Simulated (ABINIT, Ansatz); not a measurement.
## How the form of the self-energy moves the gap of Rb2H6Pt (Fm-3m)

Wanted: the gap of Rb2H6Pt (Fm-3m) under several approximations, with cost.

Program: ABINIT 10.8.3. Level of theory: LDA and many-body steps on it, plane waves. Results are calculated unless marked as measured.

## Step 1: Set-up

Symmetry: Fm-3m, No. 225, cubic system. The conventional cell has a = 8.522 Å, b = 8.522 Å, c = 8.522 Å, α = 90.00°, β = 90.00°, γ = 90.00°. Rb has 12 H at 3.05 Å nearest. Nearest to H lie 1 Pt at 1.64 Å and 4 H at 2.32 Å and 4 Rb at 3.05 Å. Nearest to Pt lie 6 H at 1.64 Å. Farther neighbours are not listed.

The cell and positions are those that the Materials Project relaxed with its own functionals (PBE, PBE+U or r2SCAN), kept fixed. Spin-orbit coupling is left out unless a step names it.

## Step 2: Empty states on the mesh, 2×2×2 mesh, 298 bands

This step: ABINIT 10.8.3; DFT, LDA, plane waves, norm-conserving pseudopotentials.

The sums over transitions need many empty states on a uniform mesh; this step solves for them.

Input file run.abi:

```
acell 3*1.0 Angstrom
rprim 
  0.000000000000 4.260795920000 4.260795920000
  4.260795920000 0.000000000000 4.260795920000
  4.260795920000 4.260795920000 0.000000000000
ntypat 3
znucl 37 1 78
natom 9
typat 1 1 2 2 2 2 2 2 3
xred 
  0.750000000000 0.750000000000 0.750000000000
  0.250000000000 0.250000000000 0.250000000000
  0.807305340000 0.807305340000 0.192694660000
  0.192694660000 0.807305340000 0.192694660000
  0.807305340000 0.192694660000 0.192694660000
  0.192694660000 0.192694660000 0.807305340000
  0.807305340000 0.192694660000 0.807305340000
  0.192694660000 0.807305340000 0.807305340000
  0.000000000000 0.000000000000 0.000000000000
pp_dirpath "pseudos"
pseudos "Rb.upf, H.upf, Pt.upf"
ecut 34
ngkpt 2 2 2
nshiftk 1
shiftk 0 0 0
kptopt 1
chksymbreak 0
iscf -2
irdden 1
istwfk *1
nband 298
nbdbuf 26
tolwfr 1e-09
nstep 60
prtvol 0
indata_prefix "in"
outdata_prefix "out"
tmpdata_prefix "tmp"
```

The run is started by

```bash
> OMP_NUM_THREADS=1 mpirun -n 4 abinit run.abi > log
```

Numbers of over 12 decimals in the logs are rounded to 6 here.

Log:

```text
.Version 10.8.3 of ABINIT. v10.8.2 released Aug 2026.

 Symmetries : space group Fm -3 m (#225); Bravais cF (face-center cubic)
[... echo of the input left out ...]
== DATASET  1 ==================================================================
-   mpi_nproc: 4, omp_nthreads: 1 (-1 if OMP is not activated)
-    --> not optimal distribution: autoparal keyword recommended in input file <--

--- !DatasetInfo
iteration_state: {dtset: 1, }
dimensions: {natom: 9, nkpt: 3, mband: 298, nsppol: 1, nspinor: 1, nspden: 1, mpw: 9922, }
cutoff_energies: {ecut:  34.0, pawecutdg:  -1.0, }
[...]
2.82418    2.86411    2.86411    2.86411    2.86708    2.86708    2.86708    2.89614
   2.89615    2.89617    2.90561    2.90565    2.90809    2.90813    2.90821    2.92290
   2.95197    2.95789
 prteigrs : prtvol=0 or 1, do not print more k-points.

== END DATASET(S) ==============================================================
================================================================================

 -outvars: echo values of variables after computation  --------
            nband         298
             nkpt           3
          spgroup         225
 [... the other variables as echoed above ...]

 Calculation completed.
```

It took 3.1 min on 4 MPI ranks of Arm Neoverse V2, shared host; peak memory 0.55 GiB; 12 min of CPU time.

Numbers from this step:

```yaml
gap: 3.783 eV
k_of_the_valence_top: 0.5, 0.5, 0
k_of_the_conduction_bottom: 0.5, 0.5, 0
least_direct_gap: 3.783 eV
k_points_computed: 3
lowest_point_of_the_top_converged_band_above_the_valence_top: 76.8463 eV
```

On this mesh the gap is 3.783 eV.

The density comes from a self-consistent run that is not shown.

## Step 3: Screening, 2×2×2 mesh, 123 bands, screening to 114.3 eV

The RPA dielectric matrix is built and inverted for each q.

This step: RPA screening on LDA, plane waves, norm-conserving pseudopotentials.

Edit run.abi of step 2 so:

```diff
@@ -27,10 +27,11 @@
 chksymbreak 0
-iscf -2
-irdden 1
 istwfk *1
-nband 298
-nbdbuf 26
-tolwfr 1e-09
-nstep 60
-prtvol 0
+occopt 1
+irdwfk 1
+optdriver 3
+nband 123
+ecuteps 4.2
+inclvkb 2
+awtr 1
+symchi 1
 indata_prefix "in"
```

Log:

```text
.Version 10.8.3 of ABINIT. v10.8.2 released Aug 2026.

 Symmetries : space group Fm -3 m (#225); Bravais cF (face-center cubic)
[... echo of the input left out ...]
== DATASET  1 ==================================================================
-   mpi_nproc: 4, omp_nthreads: 1 (-1 if OMP is not activated)

--- !DatasetInfo
iteration_state: {dtset: 1, }
dimensions: {natom: 9, nkpt: 3, mband: 123, nsppol: 1, nspinor: 1, nspden: 1, mpw: 9922, }
cutoff_energies: {ecut:  34.0, pawecutdg:  -1.0, }
electrons: {nelect:   4.20000000E+01, charge:   0.00000000E+00, occopt:   1.00000000E+00, tsmear:   1.00000000E-02, }

 SCREENING: Calculation of the susceptibility and dielectric matrices

 Based on a program developped by R.W. Godby, V. Olevano, G. Onida, and L. Reining.
 Incorporated in ABINIT by V. Olevano, G.-M. Rignanese, and M. Torrent.
.Using double precision arithmetic ; gwpc =  8

[... cell and pseudopotentials left out ...]
--------------------------------------------------------------------------------

 ==== K-mesh for the wavefunctions ====
 Number of points in the irreducible wedge :     3
[... list of points left out ...]
 Together with 48 symmetry operations and time-reversal symmetry
 yields     8 points in the full Brillouin Zone.

 ==== Q-mesh for the screening function ====
 Number of points in the irreducible wedge :     3
[... list of points left out ...]
 Together with 48 symmetry operations and time-reversal symmetry
 yields     8 points in the full Brillouin Zone.

 setmesh: FFT mesh size selected  =    40x   40x   40
          total number of points  =        64000

 vcoul_init : cutoff-mode = AUXILIARY_FUNCTION
 q-points for optical limit:   1
     1)      0.000010    0.000020    0.000030

- screening: taking advantage of time-reversal symmetry
- Maximum band index for partially occupied states nbvw = 21
- Remaining bands to be divided among processors   nbcw = 102
- Number of bands treated by each node ~25

 Number of electrons calculated from density =   42.0000; Expected =   42.0000
 average of density, n =  0.040230
 r_s =    1.8105
 omega_plasma =   19.3478 [eV]

 calculating chi0 at frequencies [eV] :
  1    0.000000E+00    0.000000E+00
  2    0.000000E+00    1.934777E+01

--------------------------------------------------------------------------------
  q-point number  1        q = ( 0.000000, 0.000000, 0.000000) [r.l.u.]
--------------------------------------------------------------------------------
[... chi0 elements left out ...]
 For q-point:  0.000010 0.000020 0.000030
  dielectric constant =   2.8065
  dielectric constant without local fields =   3.6238

  Average fulfillment of the sum rule on Im[epsilon] for q-point    1 :     63.81  [%]
[... wings left out ...]
  q-point number  2        q = ( 0.500000, 0.000000, 0.000000) [r.l.u.]
--------------------------------------------------------------------------------
[... chi0 elements left out ...]
  Average fulfillment of the sum rule on Im[epsilon] for q-point    2 :     70.81  [%]

 [... 1 further q-points ...]
```

Wall time 24 s (4 MPI ranks); peak memory 1.7 GiB.

Numbers from this step:

```
ε∞ with local fields, on this mesh, along the program's q direction : 2.807
the same without local fields                                       : 3.624
plasma frequency                                                    : 19.35 eV
plane waves in the screening matrix                                 : 411
```

Local fields lower ε∞ by 23 %. On a Γ-centred mesh this coarse the value itself is usually too large, while a short band sum pulls it down.

## Step 4: G0W0, Godby-Needs plasmon pole

The self-energy is evaluated for the states that the input lists, and the levels follow from it, in one-shot runs by the linearised quasiparticle equation.

This step: G0W0 on LDA, plane waves, norm-conserving pseudopotentials.

Edit run.abi of step 3 so:

```diff
@@ -30,8 +30,17 @@
 irdwfk 1
-optdriver 3
+optdriver 4
 nband 123
+gwcalctyp 0
+ecutsigx 34
+symsigma 1
+nkptgw 2
+kptgw 
+  0.5000000000 0.5000000000 0.0000000000
+  0.0000000000 0.0000000000 0.0000000000
+bdgw 
+  20 23
+  19 24
 ecuteps 4.2
-inclvkb 2
-awtr 1
-symchi 1
+irdscr 1
+ppmodel 1
 indata_prefix "in"
```

Log:

```text
.Version 10.8.3 of ABINIT. v10.8.2 released Aug 2026.

 Symmetries : space group Fm -3 m (#225); Bravais cF (face-center cubic)
[... echo of the input left out ...]
== DATASET  1 ==================================================================
-   mpi_nproc: 4, omp_nthreads: 1 (-1 if OMP is not activated)

--- !DatasetInfo
iteration_state: {dtset: 1, }
dimensions: {natom: 9, nkpt: 3, mband: 123, nsppol: 1, nspinor: 1, nspden: 1, mpw: 9922, }
cutoff_energies: {ecut:  34.0, pawecutdg:  -1.0, }
electrons: {nelect:   4.20000000E+01, charge:   0.00000000E+00, occopt:   1.00000000E+00, tsmear:   1.00000000E-02, }

 SIGMA: Calculation of the GW corrections

 Based on a program developped by R.W. Godby, V. Olevano, G. Onida, and L. Reining.
 Incorporated in ABINIT by V. Olevano, G.-M. Rignanese, and M. Torrent.
.Using double precision arithmetic ; gwpc =  8

[... cell and pseudopotentials left out ...]
--------------------------------------------------------------------------------

 ==== K-mesh for the wavefunctions ====
 Number of points in the irreducible wedge :     3
[... list of points left out ...]
 Together with 48 symmetry operations and time-reversal symmetry
 yields     8 points in the full Brillouin Zone.

 ==== Q-mesh for screening function ====
 Number of points in the irreducible wedge :     3
[... list of points left out ...]
 Together with 48 symmetry operations and time-reversal symmetry
 yields     8 points in the full Brillouin Zone.

 vcoul_init : cutoff-mode = AUXILIARY_FUNCTION
 q-points for optical limit:   1
     1)      0.000010    0.000020    0.000030
 setmesh: FFT mesh size selected  =    60x   60x   60
          total number of points  =       216000

 Number of electrons calculated from density =   42.0000; Expected =   42.0000
 average of density, n =  0.040230
 r_s =    1.8105
 omega_plasma =   19.3478 [eV]

 === KS Band Gaps ===
  >>>> For spin  1
   Minimum direct gap =   3.7827 [eV], located at k-point      :   0.5000  0.5000  0.0000
   Fundamental gap    =   3.7827 [eV], Top of valence bands at :   0.5000  0.5000  0.0000
                                       Bottom of conduction at :   0.5000  0.5000  0.0000
 SIGMA fundamental parameters:
 PLASMON POLE MODEL  1
 number of plane-waves for SigmaX                 9841
 number of plane-waves for SigmaC and W            411
 number of plane-waves for wavefunctions          9841
 number of bands                                   123
 number of independent spin polarizations            1
 number of spinorial components                      1
 number of k-points in IBZ                           3
 number of q-points in IBZ                           3
 number of symmetry operations                      48
 number of k-points in BZ                            8
 number of q-points in BZ                            8
 number of frequencies for dSigma/dE                 9
 frequency step for dSigma/dE [eV]                0.25
 number of omega for Sigma on real axis              0
 max omega for Sigma on real axis  [eV]           0.00
 zcut for avoiding poles [eV]                     0.10

 EPSILON^-1 parameters (SCR file):
 dimension of the eps^-1 matrix on file            411
 dimension of the eps^-1 matrix used               411
 number of plane-waves for wavefunctions          9841
 number of bands                                   123
 number of q-points in IBZ                           3
 number of frequencies                               2
 number of real frequencies                          1
 number of imag frequencies                          1

 matrix elements of self-energy operator (all in [eV])

 Perturbative Calculation

--- !SelfEnergy_ee
iteration_state: {dtset: 1, }
kpoint     : [   0.500,    0.500,    0.000, ]
spin       : 1
KS_gap     :    3.783
QP_gap     :    6.099
Delta_QP_KS:    2.317
data: !SigmaeeData |
     Band     E0 <VxcDFT>   SigX SigC(E0)      Z dSigC/dE  Sig(E)    E-E0       E
       20  -0.977 -11.611 -14.610   1.813   0.823  -0.215 -12.587  -0.976  -1.954
       21  -0.977 -11.611 -14.610   1.813   0.823  -0.215 -12.587  -0.976  -1.954
       22   2.806  -9.494  -5.780  -2.150   0.857  -0.166  -8.154   1.340   4.146
       23   5.048  -8.812  -4.315  -2.669   0.859  -0.164  -7.241   1.570   6.619

--- !SelfEnergy_ee
iteration_state: {dtset: 1, }
kpoint     : [   0.000,    0.000,    0.000, ]
spin       : 1
KS_gap     :    4.861
QP_gap     :    7.072
Delta_QP_KS:    2.211
data: !SigmaeeData |
     Band     E0 <VxcDFT>   SigX SigC(E0)      Z dSigC/dE  Sig(E)    E-E0       E
       19  -1.289 -11.114 -14.098   1.793   0.823  -0.214 -12.095  -0.981  -2.269
       20  -1.289 -11.114 -14.098   1.793   0.823  -0.214 -12.095  -0.981  -2.269
       21  -1.289 -11.114 -14.098   1.793   0.823  -0.214 -12.095  -0.981  -2.269
       22   3.572  -7.278  -3.167  -2.691   0.866  -0.155  -6.047   1.230   4.802
       23   4.515 -11.621  -7.111  -2.353   0.848  -0.179  -9.792   1.829   6.344
       24   4.515 -11.621  -7.111  -2.353   0.848  -0.179  -9.792   1.829   6.344

== END DATASET(S) ==============================================================
================================================================================

 -outvars: echo values of variables after computation  --------
           etotal      0.0000000000E+00
            nband         123
             nkpt           3
          spgroup         225
 [... the other variables as echoed above ...]

 Calculation completed.
```

Elapsed: 12 s, on 4 MPI ranks; peak memory 1.2 GiB; 46 s of CPU time.

Numbers from this step:

```yaml
g0w0_gap_on_the_points_computed: 6.1 eV
starting_gap_on_the_mesh: 3.783 eV
k_of_the_valence_top: 0.5, 0.5, 0
k_of_the_conduction_bottom: 0.5, 0.5, 0
z_at_the_valence_top: 0.823
z_at_the_conduction_bottom: 0.857
least_direct_g0w0_gap_on_the_computed_points: 6.1 eV
```

The gap on the mesh goes from 3.78 eV to 6.10 eV, a correction of +2.32 eV.

## Step 5: G0W0, von der Linden-Horsch plasmon pole

Edit run.abi of step 4 so:

```diff
@@ -44,3 +44,3 @@
 irdscr 1
-ppmodel 1
+ppmodel 3
 indata_prefix "in"
```

Log:

```text
.Version 10.8.3 of ABINIT. v10.8.2 released Aug 2026.

 Symmetries : space group Fm -3 m (#225); Bravais cF (face-center cubic)
[... echo of the input left out ...]
== DATASET  1 ==================================================================
-   mpi_nproc: 4, omp_nthreads: 1 (-1 if OMP is not activated)

--- !DatasetInfo
iteration_state: {dtset: 1, }
dimensions: {natom: 9, nkpt: 3, mband: 123, nsppol: 1, nspinor: 1, nspden: 1, mpw: 9922, }
cutoff_energies: {ecut:  34.0, pawecutdg:  -1.0, }
electrons: {nelect:   4.20000000E+01, charge:   0.00000000E+00, occopt:   1.00000000E+00, tsmear:   1.00000000E-02, }

 SIGMA: Calculation of the GW corrections

 Based on a program developped by R.W. Godby, V. Olevano, G. Onida, and L. Reining.
 Incorporated in ABINIT by V. Olevano, G.-M. Rignanese, and M. Torrent.
.Using double precision arithmetic ; gwpc =  8

[... cell and pseudopotentials left out ...]
--------------------------------------------------------------------------------

 ==== K-mesh for the wavefunctions ====
 Number of points in the irreducible wedge :     3
[... list of points left out ...]
 Together with 48 symmetry operations and time-reversal symmetry
 yields     8 points in the full Brillouin Zone.

 ==== Q-mesh for screening function ====
 Number of points in the irreducible wedge :     3
[... list of points left out ...]
 Together with 48 symmetry operations and time-reversal symmetry
 yields     8 points in the full Brillouin Zone.

 vcoul_init : cutoff-mode = AUXILIARY_FUNCTION
 q-points for optical limit:   1
     1)      0.000010    0.000020    0.000030
 setmesh: FFT mesh size selected  =    60x   60x   60
          total number of points  =       216000

 Number of electrons calculated from density =   42.0000; Expected =   42.0000
[...]
number of omega for Sigma on real axis              0
 max omega for Sigma on real axis  [eV]           0.00
 zcut for avoiding poles [eV]                     0.10

 EPSILON^-1 parameters (SCR file):
 dimension of the eps^-1 matrix on file            411
 dimension of the eps^-1 matrix used               411
 number of plane-waves for wavefunctions          9841
 number of bands                                   123
 number of q-points in IBZ                           3
 number of frequencies                               2
 number of real frequencies                          1
 number of imag frequencies                          1

 matrix elements of self-energy operator (all in [eV])

 Perturbative Calculation

--- !SelfEnergy_ee
iteration_state: {dtset: 1, }
kpoint     : [   0.500,    0.500,    0.000, ]
spin       : 1
KS_gap     :    3.783
QP_gap     :    6.369
Delta_QP_KS:    2.586
data: !SigmaeeData |
     Band     E0 <VxcDFT>   SigX SigC(E0)      Z dSigC/dE  Sig(E)    E-E0       E
       20  -0.977 -11.611 -14.610   1.483   0.880  -0.136 -12.945  -1.334  -2.311
       21  -0.977 -11.611 -14.610   1.483   0.880  -0.136 -12.945  -1.334  -2.311
       22   2.806  -9.494  -5.780  -2.337   0.909  -0.100  -8.242   1.252   4.057
[...]
--- !SelfEnergy_ee
iteration_state: {dtset: 1, }
kpoint     : [   0.000,    0.000,    0.000, ]
spin       : 1
KS_gap     :    4.861
QP_gap     :    7.302
Delta_QP_KS:    2.441
data: !SigmaeeData |
     Band     E0 <VxcDFT>   SigX SigC(E0)      Z dSigC/dE  Sig(E)    E-E0       E
[...]
23   4.515 -11.621  -7.111  -2.498   0.902  -0.109  -9.806   1.814   6.329
       24   4.515 -11.621  -7.111  -2.498   0.902  -0.109  -9.806   1.814   6.329

== END DATASET(S) ==============================================================
================================================================================

 -outvars: echo values of variables after computation  --------
           etotal      0.0000000000E+00
            nband         123
             nkpt           3
          spgroup         225
 [... the other variables as echoed above ...]

 Calculation completed.
```

Elapsed: 7.8 s, on 4 MPI ranks; peak memory 1.1 GiB.

This step gave:

```
G0W0 gap on the points computed              : 6.368 eV
starting gap on the mesh                     : 3.783 eV
k of the valence top                         : 0.5, 0.5, 0
k of the conduction bottom                   : 0.5, 0.5, 0
Z at the valence top                         : 0.88
Z at the conduction bottom                   : 0.909
least direct G0W0 gap on the computed points : 6.368 eV
```

Against G0W0 in ABINIT (2×2×2 mesh, 123 bands, screening to 114.3 eV, Godby-Needs plasmon pole), the gap moves by +0.268 eV.

## Step 6: G0W0, Hybertsen-Louie plasmon pole

Edit run.abi of step 5 so:

```diff
@@ -44,3 +44,3 @@
 irdscr 1
-ppmodel 3
+ppmodel 2
 indata_prefix "in"
```

Log:

```text
.Version 10.8.3 of ABINIT. v10.8.2 released Aug 2026.

 Symmetries : space group Fm -3 m (#225); Bravais cF (face-center cubic)
[... echo of the input left out ...]
== DATASET  1 ==================================================================
-   mpi_nproc: 4, omp_nthreads: 1 (-1 if OMP is not activated)

--- !DatasetInfo
iteration_state: {dtset: 1, }
dimensions: {natom: 9, nkpt: 3, mband: 123, nsppol: 1, nspinor: 1, nspden: 1, mpw: 9922, }
cutoff_energies: {ecut:  34.0, pawecutdg:  -1.0, }
[...]
Band     E0 <VxcDFT>   SigX SigC(E0)      Z dSigC/dE  Sig(E)    E-E0       E
[...]
23   4.515 -11.621  -7.111  -2.457   0.884  -0.131  -9.806   1.815   6.329
       24   4.515 -11.621  -7.111  -2.457   0.884  -0.131  -9.806   1.815   6.329

== END DATASET(S) ==============================================================
================================================================================

 -outvars: echo values of variables after computation  --------
           etotal      0.0000000000E+00
            nband         123
             nkpt           3
          spgroup         225
 [... the other variables as echoed above ...]

 Calculation completed.
```

Elapsed: 12 s, on 4 MPI ranks; peak memory 1.1 GiB.

Numbers from this step:

```yaml
g0w0_gap_on_the_points_computed: 6.292 eV
starting_gap_on_the_mesh: 3.783 eV
k_of_the_valence_top: 0.5, 0.5, 0
k_of_the_conduction_bottom: 0.5, 0.5, 0
least_direct_g0w0_gap_on_the_computed_points: 6.292 eV
```

Against G0W0 in ABINIT (2×2×2 mesh, 123 bands, screening to 114.3 eV, Godby-Needs plasmon pole), the gap moves by +0.192 eV.

(Part 1 of 2 ends here.)

[Paths, hosts, dates, memory and timing lines, banners, echoed tables and standing remarks are left out of the program output.]

[Logs are printed without paths, hosts, clocks, repeated set-up lines and the standing remarks that a program may print on its own settings, such as how far it seeks lower states.]

[Runs of the session that timed out or met a known fault of the program may be left out.]

[No measured gap is set beside runs whose start may be inverted or whose files or cutoffs have a known fault.]

[Hosts, paths, dates, database ids (printed as entryN), source tags and the programs' standing remarks are cut or masked in the printed files.]

[G0W0 gaps are taken among the corrected bands and points alone; a level outside them can change the order at an edge.]

[Where Ansatz stands beside ABINIT at settings called matched, ABINIT's density can come from a denser mesh and the files from another edition; pairs whose starting gaps differed by over 0.03 eV were left out, so agreement reads better than it is.]
